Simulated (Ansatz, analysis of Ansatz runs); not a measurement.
# Mg2TiO4 (Imma), V_O hop (2.7 Å): attempt frequency at charge 0

Aim: the prefactor of a hop in Mg2TiO4 (Imma) (V_O hop (2.7 Å), charge 0) from the modes of the moving atom at the start and at the top of a path found beforehand. Model: a cell of 56 host atoms with 1 O taken out.

Calculated with Ansatz 0.2.0; plane-wave PAW DFT, PBEsol; finite-difference force constants of the moving atom alone.

## Step 1: Starting point

The cell holds 55 atoms: 16 Mg, 8 Ti and 31 O. Its edges and angles: a = 8.408 Å, b = 8.408 Å, c = 8.478 Å, α = 90.0°, β = 90.0°, γ = 89.7°. It derives from Mg2TiO4 (space group Imma). Nearest the centre at fractional (0.622, 0.510, 0.386): O35 at 1.32 Å, Ti24 at 1.52 Å, Mg8 at 1.60 Å, O28 at 2.30 Å, O39 at 2.39 Å, Ti20 at 2.50 Å, Mg12 at 2.52 Å, O52 at 2.56 Å.

The cell's shortest repeat is 8.4 Å.

## Step 2: Vibrations of the moving atom at the start point

Harmonic transition-state theory takes the prefactor from the modes at the minimum and at the top. Only the moving atom is displaced, by 0.02 Å, which takes six displaced runs and a reference; the host's atoms are held.

q0.start.modes/input.yaml reads:

```yaml
crystal:
  lattice:
    - [5.93160526, 5.95895149, 0.0]
    - [-5.93160526, 5.95895149, 0.0]
    - [0.0, 0.0, 8.47824647]
  atoms:
    - { symbol: Mg, position: [0.37509688, 0.37395265, 0.13647784] }
    - { symbol: Mg, position: [0.37550521, 0.87275874, 0.63792013] }
    - { symbol: Mg, position: [0.87066467, 0.38311626, 0.63207578] }
    - { symbol: Mg, position: [0.87531049, 0.87420714, 0.13727997] }
    - { symbol: Mg, position: [0.25143019, -0.00016509, 0.24985363] }
    - { symbol: Mg, position: [0.25060992, 0.49999232, 0.75114361] }
    - { symbol: Mg, position: [0.75315282, 0.00298094, 0.75270232] }
    - { symbol: Mg, position: [0.75272208, 0.50248231, 0.24837245] }
    - { symbol: Mg, position: [0.00149353, 0.25109077, 0.25059039] }
    - { symbol: Mg, position: [0.00077472, 0.74955631, 0.74824893] }
    - { symbol: Mg, position: [0.50166692, 0.24960526, 0.75057619] }
    - { symbol: Mg, position: [0.50053714, 0.74773117, 0.24953164] }
    - { symbol: Mg, position: [0.12510054, 0.12473795, 0.86416604] }
    - { symbol: Mg, position: [0.12089319, 0.62686924, 0.36425037] }
    - { symbol: Mg, position: [0.62515174, 0.12803929, 0.36141469] }
    - { symbol: Mg, position: [0.62513295, 0.62377193, 0.86218701] }
    - { symbol: Ti, position: [0.23888191, 0.23749781, 0.50387988] }
    - { symbol: Ti, position: [0.24499044, 0.74644013, 0.00157978] }
    - { symbol: Ti, position: [0.7461678, 0.24794297, 0.00082994] }
    - { symbol: Ti, position: [0.73523106, 0.75847671, 0.50300337] }
    - { symbol: Ti, position: [-0.0060911, -0.00854328, 0.4985838] }
    - { symbol: Ti, position: [-0.00259101, 0.49467717, -0.00186112] }
    - { symbol: Ti, position: [0.49813573, -0.00581324, -0.000583] }
    - { symbol: Ti, position: [0.48194737, 0.48621475, 0.49698358] }
    - { symbol: O, position: [0.01410857, 0.24214686, 0.49910942] }
    - { symbol: O, position: [0.01387595, 0.7382274, 0.99814794] }
    - { symbol: O, position: [0.51400619, 0.23744867, 0.99844447] }
    - { symbol: O, position: [0.5144577, 0.73461516, 0.49868097] }
    - { symbol: O, position: [0.24032506, 0.01072722, 0.49864678] }
    - { symbol: O, position: [0.23907425, 0.51269111, 0.99830258] }
    - { symbol: O, position: [0.73892521, 0.01334918, 0.9988065] }
    - { symbol: O, position: [0.00857115, 0.00828411, 0.27307047] }
    - { symbol: O, position: [0.00825597, 0.50751605, 0.77375906] }
    - { symbol: O, position: [0.50955267, 0.00692865, 0.77325357] }
    - { symbol: O, position: [0.51190649, 0.50438051, 0.27467028] }
    - { symbol: O, position: [0.2449604, 0.24301583, 0.27628451] }
    - { symbol: O, position: [0.24412452, 0.74238458, 0.77535277] }
    - { symbol: O, position: [0.74481977, 0.24525744, 0.77417686] }
    - { symbol: O, position: [0.74315664, 0.74188962, 0.27628668] }
    - { symbol: O, position: [0.25938917, 0.25711755, 0.7276164] }
    - { symbol: O, position: [0.25874761, 0.75647361, 0.22742573] }
    - { symbol: O, position: [0.75933444, 0.25943908, 0.22667106] }
    - { symbol: O, position: [0.7571384, 0.75795751, 0.72631043] }
    - { symbol: O, position: [0.25812356, 0.49404403, 0.50432558] }
    - { symbol: O, position: [0.264465, 0.98745677, 0.0021959] }
    - { symbol: O, position: [0.7635484, 0.48808958, 0.00153576] }
    - { symbol: O, position: [0.76396706, 0.9937993, 0.50202968] }
    - { symbol: O, position: [0.49548134, 0.49135348, 0.72389358] }
    - { symbol: O, position: [0.4946236, 0.99193033, 0.22644236] }
    - { symbol: O, position: [0.99412749, 0.4934768, 0.2248811] }
    - { symbol: O, position: [0.99386508, 0.9931472, 0.72633579] }
    - { symbol: O, position: [0.49002918, 0.26314922, 0.50231873] }
    - { symbol: O, position: [0.4893441, 0.76227522, 0.00217022] }
    - { symbol: O, position: [0.98885501, 0.2631636, 0.00238648] }
    - { symbol: O, position: [0.99049854, 0.76413735, 0.50320972] }
  symmetry: { detect: false }
basis:
  ecutwfc: 420
  xc_grid: 2
hamiltonian:
  xc: pbesol
kpoints:
  mp_grid: { grid: [1, 1, 1], shift: [0.25, 0.25, 0.25] }
scf:
  occupations: { method: fixed }
  max_iter: 150
phonons:
  supercell: [1, 1, 1]
  displaced_sites: [34]
  amplitude: 0.02
```

Run with:

```bash
$ ansatz run input.yaml --threads 4 --pin off --max-ram 14131MiB --backend cpu --events-out ev --progress --plain --runs-dir out
```

Numbers of over 12 decimals in the logs are rounded to 6 here.

The program printed:

```text
[... repeated set-up lines and file paths are left out, and long positions are rounded to six places ...]
Engine: ansatz 0.2.0, aarch64-unknown-linux-gnu
Pseudopotentials: kind: paw
Pseudopotential: Mg, paw, valence charge 10, recommended cutoff 420 eV (normal), Mg.paw.azcp
Pseudopotential: Ti, paw, valence charge 12, recommended cutoff 420 eV (normal), Ti.paw.azcp
Pseudopotential: O, paw, valence charge 6, recommended cutoff 420 eV (normal), O.paw.azcp
Functional definition: PBEsol
  exchange = pbesol_x
  correlation = pbesol_c
Crystal: 55 atoms, lattice volume = 599.347 Å³
Basis set: ecut = 420 eV, 11701 PW (Γ), exchange–correlation on 120×120×120 points (8 copies of the dense FFT grid, shifted against one another)
Bands: 276, of which v1, the nominal top of the filled ones, is band 221 counted from 1 (220 counted from 0)
Symmetry: 1 space group operations
k-points: 1
Non-local potential: Mg, projectors of the file, l = 0: 3, l = 1: 2, l = 2: 1
Non-local potential: Ti, projectors of the file, l = 0: 3, l = 1: 2, l = 2: 3, l = 3: 1
Non-local potential: O, projectors of the file, l = 0: 2, l = 1: 2, l = 2: 1
PAW form: soft (Blöchl's): semilocal exchange-correlation on the pseudo side does not see the compensation charge
PAW frozen core: Mg, regenerated for the run's functional, and the local potential with it (the file was generated under x = pbe(κ = 0.804, μ = 0.219515), c = pbe(β = 0.066725))
PAW frozen core: Ti, regenerated for the run's functional, and the local potential with it (the file was generated under x = pbe(κ = 0.804, μ = 0.219515), c = pbe(β = 0.066725))
PAW frozen core: O, regenerated for the run's functional, and the local potential with it (the file was generated under x = pbe(κ = 0.804, μ = 0.219515), c = pbe(β = 0.066725))
PAW one-centre angular grid: Mg, 110 points (default); XC on 64 Gauss nodes
PAW one-centre angular grid: Ti, 590 points (default); XC on 64 Gauss nodes
PAW one-centre angular grid: O, 110 points (default); XC on 64 Gauss nodes
Initial density: superposition of atomic densities (neutral atoms: chi_scale 0, normalization atom), corrected by the library's trained network
Initial wavefunctions: pseudopotential atomic-orbital guess
Functional: x = pbesol(κ = 0.804, μ = 0.123457), c = pbesol(β = 0.046)
SCF iter   1: F=—  HF=-67849.293176 eV  |F-HF|=—  |Δ(HF+E_count)|=         —  Δρ=1.54e-2  dr2=1.50e0  ethr=1.77e-3  ⟨swp⟩=4.0  Hψ=879  notcnv=0  defer=50
preconditioner: auto → Resta (q_TF=auto, 2.593 Å⁻¹)  ε∞=5.6  [insulator: Δε(μ)=0.869 eV  Ē_g=11.220 eV  n_scr=178 (ndim 8)  ℏωp=24.0 eV  f_vac=0.034  ε∞_Penn≈5.6]
SCF iter   2: F=—  HF=-67848.951569 eV  |F-HF|=—  |Δ(HF+E_count)|=   3.42e-1  Δρ=5.61e-3  dr2=2.69e-1  ethr=3.38e-4  ⟨swp⟩=2.0  Hψ=406  notcnv=0  defer=53
SCF iter   3: F=—  HF=-67848.908199 eV  |F-HF|=—  |Δ(HF+E_count)|=   4.34e-2  Δρ=2.64e-3  dr2=7.44e-2  ethr=6.08e-5  ⟨swp⟩=3.0  Hψ=429  notcnv=0  defer=52
SCF iter   4: F=—  HF=-67848.893680 eV  |F-HF|=—  |Δ(HF+E_count)|=   1.45e-2  Δρ=1.15e-3  dr2=1.34e-2  ethr=1.68e-5  ⟨swp⟩=3.0  Hψ=322  notcnv=0  defer=53
SCF iter   5: F=—  HF=-67848.891255 eV  |F-HF|=—  |Δ(HF+E_count)|=   2.42e-3  Δρ=9.52e-4  dr2=8.72e-3  ethr=3.04e-6  ⟨swp⟩=2.0  Hψ=427  notcnv=0  defer=53
SCF iter   6: F=—  HF=-67848.890084 eV  |F-HF|=—  |Δ(HF+E_count)|=   1.17e-3  Δρ=2.64e-4  dr2=5.74e-4  ethr=1.97e-6  ⟨swp⟩=2.0  Hψ=427  notcnv=0  defer=53
SCF iter   7: F=—  HF=-67848.889994 eV  |F-HF|=—  |Δ(HF+E_count)|=   8.93e-5  Δρ=1.71e-4  dr2=2.22e-4  ethr=1.30e-7  ⟨swp⟩=2.0  Hψ=426  notcnv=0  defer=52
SCF iter   8: F=—  HF=-67848.889967 eV  |F-HF|=—  |Δ(HF+E_count)|=   2.78e-5  Δρ=6.16e-5  dr2=2.86e-5  ethr=5.01e-8  ⟨swp⟩=2.0  Hψ=424  notcnv=0  defer=52
SCF iter   9: F=—  HF=-67848.888619 eV  |F-HF|=—  |Δ(HF+E_count)|=   1.35e-3  Δρ=2.71e-5  dr2=4.37e-6  ethr=6.47e-9  ⟨swp⟩=2.0  Hψ=489  notcnv=0  defer=52
SCF iter  10: F=—  HF=-67848.888620 eV  |F-HF|=—  |Δ(HF+E_count)|=   5.00e-7  Δρ=1.39e-5  dr2=1.15e-6  ethr=9.88e-10  ⟨swp⟩=2.0  Hψ=356  notcnv=0  defer=52
[...]
SCF 1 converged in 16 iterations: F = -67848.888620 eV  dr2 = 2.22e-10
  greatest PAW one-centre occupation: 1.000 electrons in one spin orbital (limit 2), on the Mg atom at site 13 (counted from 0), in its partial waves of l = 0
Initial density: handed on by an earlier stage of this run
Initial wavefunctions: those handed on with the density
[...]
SCF 2 converged in 12 iterations: F = -67848.886873 eV  dr2 = 2.43e-11
[...]
SCF 3 converged in 8 iterations: F = -67848.886955 eV  dr2 = 2.83e-11
[...]
SCF 4 converged in 11 iterations: F = -67848.885962 eV  dr2 = 9.13e-11
[...]
SCF 5 converged in 8 iterations: F = -67848.885946 eV  dr2 = 2.75e-11
[...]
SCF 6 converged in 13 iterations: F = -67848.884954 eV  dr2 = 4.43e-11
[...]
SCF iter   1: F=—  HF=-67848.886854 eV  |F-HF|=—  |Δ(HF+E_count)|=         —  Δρ=4.24e-5  dr2=5.74e-6  ethr=1.14e-9  ⟨swp⟩=3.0  Hψ=928  notcnv=0  defer=51
SCF iter   2: F=—  HF=-67848.885534 eV  |F-HF|=—  |Δ(HF+E_count)|=   1.32e-3  Δρ=2.38e-5  dr2=1.60e-6  ethr=1.14e-9  ⟨swp⟩=2.0  Hψ=438  notcnv=0  defer=51
SCF iter   3: F=—  HF=-67848.885534 eV  |F-HF|=—  |Δ(HF+E_count)|=   9.93e-8  Δρ=1.34e-5  dr2=3.81e-7  ethr=3.61e-10  ⟨swp⟩=2.0  Hψ=424  notcnv=0  defer=51
SCF iter   4: F=—  HF=-67848.885534 eV  |F-HF|=—  |Δ(HF+E_count)|=   2.78e-8  Δρ=5.74e-6  dr2=2.03e-7  ethr=8.63e-11  ⟨swp⟩=2.0  Hψ=424  notcnv=0  defer=51
SCF iter   5: F=—  HF=-67848.885534 eV  |F-HF|=—  |Δ(HF+E_count)|=   2.79e-8  Δρ=1.49e-6  dr2=1.47e-8  ethr=4.58e-11  ⟨swp⟩=2.0  Hψ=316  notcnv=0  defer=51
SCF iter   6: F=—  HF=-67848.885534 eV  |F-HF|=—  |Δ(HF+E_count)|=   1.37e-9  Δρ=1.04e-6  dr2=4.84e-9  ethr=3.33e-12  ⟨swp⟩=2.0  Hψ=357  notcnv=0  defer=51
SCF iter   7: F=—  HF=-67848.885534 eV  |F-HF|=—  |Δ(HF+E_count)|=  4.95e-10  Δρ=4.95e-7  dr2=1.87e-9  ethr=1.10e-12  ⟨swp⟩=2.0  Hψ=362  notcnv=0  defer=51
SCF iter   8: F=—  HF=-67848.885534 eV  |F-HF|=—  |Δ(HF+E_count)|=  1.46e-10  Δρ=1.37e-7  dr2=1.36e-10  ethr=1.00e-12  ⟨swp⟩=2.0  Hψ=310  notcnv=0  defer=51
SCF iter   9: F=—  HF=-67848.885534 eV  |F-HF|=—  |Δ(HF+E_count)|=  2.91e-11  Δρ=1.18e-7  dr2=1.09e-10  ethr=1.00e-12  ⟨swp⟩=4.0  Hψ=744  notcnv=0
SCF iter  10: F=-67848.885534 eV  HF=-67848.885534 eV  |F-HF|=0.00e0  |Δ(HF+E_count)|=  1.46e-11  Δρ=3.72e-8  dr2=8.46e-12  ethr=1.00e-12  ⟨swp⟩=4.0  Hψ=724  notcnv=0
SCF 7 converged in 10 iterations: F = -67848.885534 eV  dr2 = 8.46e-12
SCF converged after 16 iterations
Free energy (F): -67848.888620 eV
Harris-Foulkes:  -67848.888620 eV  (|F-HF|=1.46e-11)
Internal energy: -67848.888620 eV  (E = F + TS)
E sigma→0 (E₀):  -67848.888620 eV
Fermi energy:    9.411600 eV
--- Per-component energies (eV) ---
  E_band       = -6760.141295
  E_kinetic    = 8877.737567
  E_local      = -42206.870477  (includes V_loc(G=0)·N_el)
  E_nonlocal   = 3059.881383
  E_hartree    = 15439.767858
  E_xc         = -3530.535186
  E_vxc        = -4518.486857  (∫ρ·V_xc dr)
  E_paw        = -17377.363394  (= ΣΔE_a)
  E_vpaw       = -2852.015659  (= ΣTr[D̂ρ^β])
  E_aug_tail   = 0.077656  (compensation charges beyond the density's cutoff)
  E_ewald      = -32114.734824
  E_core_change = 3.150796  (= ΣΔE_core)
  E_smearing   = -0.000000  (= −TS)
  E_closure    = 0.000000  (closes the sum)
  Σ components = -67848.888620   (vs F -67848.888620, Δ=0.00e0)
--- Forces (eV/Å), atoms counted from 1 ---
  atom   1  Mg     0.00337989     0.00407151     0.00219910
  atom   2  Mg     0.00239616     0.00067547    -0.00126723
  [... 5 atoms left out ...]
  atom   8  Mg    -0.00090586     0.00174296     0.01296685
  [... 3 atoms left out ...]
  atom  12  Mg    -0.00013729    -0.00101547    -0.00538141
  [... 7 atoms left out ...]
  atom  20  Ti    -0.00040113    -0.01846249    -0.01061706
  [... 3 atoms left out ...]
  atom  24  Ti    -0.01293393    -0.00004425     0.00206997
  [... 3 atoms left out ...]
  atom  28  O      0.00037994     0.01235521     0.00010478
  [... 6 atoms left out ...]
  atom  35  O     -0.00196738     0.00056336    -0.01040507
  [... 3 atoms left out ...]
  atom  39  O      0.00425667     0.00257336    -0.00795372
  [... 2 atoms left out ...]
  atom  42  O      0.00232682    -0.00417581    -0.00049888
  [... 5 atoms left out ...]
  atom  48  O      0.00113376    -0.00294469     0.01068641
  [... 3 atoms left out ...]
  atom  52  O      0.01521835    -0.01600556     0.00111200
  [... 3 atoms left out ...]
  max |Σ_I F_I| component: 1.27e-5 eV/Å
--- Band table (eV) ---
  k-point 0: bands = ["-65.2903", "-65.1418", "-65.1312", "-65.1241", [... 268 left out ...] "15.9174", "16.0559", "16.1010", "16.1689"]
--- Phonons: 6 displaced members + reference (amplitude 0.02 Å, Σ member SCF iterations 62) ---
  symmetry images taken by strict's conditions (phonons.symmetry_images: auto; settled by no image being taken that strict refuses)
  force constants formed among 1 of 55 sites (O 34); the other 54 at rest. The modes move the named sites alone.
  the frequencies, the zero-point energy and the sums are of the block with the acoustic sum rule laid on its rows. Row sums over every site: 9.9e-5 eV/Å² at the most
  transpose residual: 3.8e-3 eV/Å²
  largest component of a force at the reference: 1.0e-2 eV/Å on a named site, 1.8e-2 eV/Å on a site at rest
  frequencies among the named sites at Γ of the cell (cm⁻¹): 378.12 473.62 539.88
  unstable modes among the named sites: 0
  frequencies as built, with no sum rule (cm⁻¹): 378.12 473.62 539.88
  zero-point energy: 0.086270 eV/cell   skipped modes (ω ≤ 0): 0
  not written: the harmonic force-constant file, the file of eigenvectors (these modes' are written with the force constants), the density of states and the dispersion, which are of every site
```

It took 80 s on 4 threads of Arm Neoverse V1, shared host; peak memory 1.2 GiB; 5.1 min of CPU time.

Reading the cycles: dr2 is the Hartree energy of the density residual (eV), the measure of convergence; HF is the Harris–Foulkes estimate of the energy, which meets the free energy F at convergence.

This step gave:

- free energy: -67848.8886 eV
- frequencies of moving atom: 378.1, 473.6, 539.9 cm⁻¹ (negative: imaginary)

The three modes are 378, 474 and 540 cm⁻¹: all real, a minimum for this atom with the others held.

[end of part 1 of 2]

[Logs are printed without paths, hosts, clocks, repeated set-up lines and the standing remarks that a program may print on its own settings, such as how far it seeks lower states.]

[Hosts, paths, dates, database ids (printed as entryN), source tags and the programs' standing remarks are cut or masked in the printed files.]
